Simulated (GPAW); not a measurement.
# Energy mapping worked by hand: free-standing square Os monolayer, spacing 3.288 A

Aim: get Heisenberg couplings of free-standing square Os monolayer, spacing 3.288 A from the energies of collinear orders, with pencil and paper, and test them on an order left out of the fit.

Method: LDA; plane waves with GPAW's PAW setups, scalar-relativistic, in GPAW 26.7.0.

## Step 1: The structure

The cell holds 1 atom: 1 Os. Its edges and angles: a = 3.288 Å, b = 3.288 Å, c = 14.000 Å, α = 90.0°, β = 90.0°, γ = 90.0°. model lattice. Vacuum lies along c.

## Step 2: The parallel order

All energies count from this run.

Input file order1.py:

```python
import json
import numpy as np
from ase import Atoms
from ase.parallel import paropen, parprint
from gpaw import GPAW

atoms = Atoms(['Os'],
    cell=[[3.288, 0.0, 0.0],
         [0.0, 3.288, 0.0],
         [0.0, 0.0, 14.0]],
    scaled_positions=[[0.0, 0.0, 0.5]],
    pbc=True,
    magmoms=[1.0])
atoms.calc = GPAW(mode={'name': 'pw', 'ecut': 550},
    xc='LDA',
    kpts={'size': (8, 8, 1), 'gamma': True},
    occupations={'name': 'fermi-dirac', 'width': 0.1},
    convergence={'density': 1e-05, 'energy': 1e-05},
    maxiter=200,
    txt='order1.txt')
e = atoms.get_potential_energy(force_consistent=True)
res = {'free_energy': e, 'energy_sigma0': atoms.get_potential_energy(), 'fermi_energy': atoms.calc.get_fermi_level()}
res['moments'] = atoms.get_magnetic_moments().tolist()
res['total'] = atoms.get_magnetic_moment()
parprint('site moments (muB):', np.round(res['moments'], 3))
parprint(f"total moment: {res['total']:.3f} muB")
parprint(f'free energy: {e:.6f} eV')
atoms.calc.write('order1.gpw')
n = atoms.calc.get_pseudo_density()
up, down = (atoms.calc.get_pseudo_density(spin=i) for i in (0, 1))
np.savez('grids.npz', density=n, spin=up - down)
with paropen('results.json', 'w') as f:
    json.dump(res, f)
```

On the command line:

```console
$ OMP_NUM_THREADS=1 python3 order1.py > order1.log
```

Log:

```text
site moments (muB): [2.454]
total moment: 3.019 muB
free energy: -5.149701 eV

--- order1.txt ---
Input parameters:
  mode=PW(ecut=550),
  convergence={'density': 1e-05, 'energy': 1e-05},
  kpts=MonkhorstPack(size=(8, 8, 1), gamma=True),
  maxiter=200,
  occupations=Occupations(name='fermi-dirac', width=0.1),
  xc=XC(name='LDA')

Diagonalizing LCAO Hamiltonian
Converting LCAO to pw mode
   .-------.
  /|       |
[...]
|          3 |        -7.529 |     1.000 |        -6.739 |     1.000 |
|          4 |        -5.796 |     1.000 |        -4.687 |     1.000 |
[...]
|          8 |        -3.506 |     0.858 |        -1.846 |     0.000 |
|          9 |        -1.685 |     0.000 |        -1.123 |     0.000 |
|         10 |         1.573 |     0.000 |         1.677 |     0.000 |
|         11 |         2.741 |     0.000 |         2.848 |     0.000 |

No gap
No difference between direct/indirect transitions


[key lines of the parts left out:]
Free energy:      -5.149701
Converged in 14 steps
dipole moment: (-11.560395, -11.560395, 0.000001)  # |e|*Ang
Fermi level: -3.326
```

Run time: 27 s. Hardware: 1 MPI rank of Arm Neoverse V2, shared host; peak memory 0.21 GiB.

Spin moment in the augmentation sphere by atom:

```csv
atom,spin moment in the augmentation sphere (μB)
Os1,2.45
```

This step gave:

* magnetization: 3.019 μB
* final state: ferromagnetic

After 14 cycles the largest moment stands at 2.45 μB.

## Step 3: The orders used for the fit

The other orders were run with the same settings, on meshes that hold the same points. Free energies (smearing 0.1 eV, its entropy term included) are divided by the number of Os atoms; q is in fractions of the reciprocal vectors of the first run's cell.

```
            order  atoms   mesh  free energy (eV)  eV per Os  largest moment (μB)
              F +      1  8×8×1           -5.1497    -5.1497                 2.45
AF q=(0,1/2,0) +-      2  8×4×1          -10.2321    -5.1160                 2.30
```

## Step 4: Counting neighbours

With E = −Σ J e_i·e_j over ordered pairs of unit vectors, turning a neighbour from parallel to opposed costs 2J a Os atom. So an order lies 2 Σ n J over the parallel one, n being the opposed neighbours in each shell.

```
shell  distance (Å)  neighbours  opposed in AF q=(0,1/2,0) +-  opposed in AF q=(1/2,1/2,0) +-
   J1          3.29           4                             2                               4
   J2          4.65           4                             4                               0
```

Only J1 is kept.

## Step 5: Solving

```
2 × 2 × J1 = +33.66 meV    (AF q=(0,1/2,0) +-)
J1 = +8.41 meV
```

## Step 6: The test

The couplings now give the orders that were left out:

```
2 × 4 × (+8.41) = +67.28 meV    (AF q=(1/2,1/2,0) +-)
```

The runs themselves:

```csv
order,atoms,mesh,free energy (eV),eV per Os,largest moment (μB),over the parallel order (meV),foretold (meV)
"AF q=(1/2,1/2,0) +-",2,4×8×1,-10.0978,-5.0489,2.15,+100.79,+67.28
```

## Step 7: One more shell

The miss asks for the next shell, which takes one more order into the fit and leaves none for a test.

```
2 × 2 × J1 + 2 × 4 × J2 = +33.66 meV    (AF q=(0,1/2,0) +-)
2 × 4 × J1 = +100.79 meV    (AF q=(1/2,1/2,0) +-)
J1 = +12.60 meV
J2 = -2.09 meV
```

## Step 8: Results

* J1 (Os–Os at 3.29 Å): 8.41 meV
* largest miss on the orders left out: 34 meV
* J1 with 2 shells: 12.6 meV
* J2 with 2 shells: -2.09 meV

What this shows: The model misses the order left out by 34 meV, 33 % of the span of the orders, so it fails: these couplings alone don't describe the crystal. With the next shell added the couplings are J1 = +12.60 and J2 = -2.09 meV, untested. The first dropped shell that the test feels is J2 at 4.65 Å. The site moments spread by 12 % over the orders, so moments are not rigid and part of the miss lies outside a spin model. In a metal couplings reach far, and the mesh was not tested. The couplings are effective ones: further shells with opposed neighbours are folded into them or show in the miss. No mean-field temperature is given: it needs a model that holds, an unfrustrated order and couplings in all three dimensions.

[Logs and program files are shortened in this print: banners, set-up blocks, solver, clock and traceback lines can be left out without a mark of their own.]

[Logs are printed without paths, hosts, clocks, repeated set-up lines and the standing remarks that a program may print on its own settings, such as how far it seeks lower states.]

[Hosts, paths, dates, database ids (printed as entryN), source tags and the programs' standing remarks are cut or masked in the printed files.]

[Where a cell is said to come from a database of computed structures, the database is the Materials Project.]
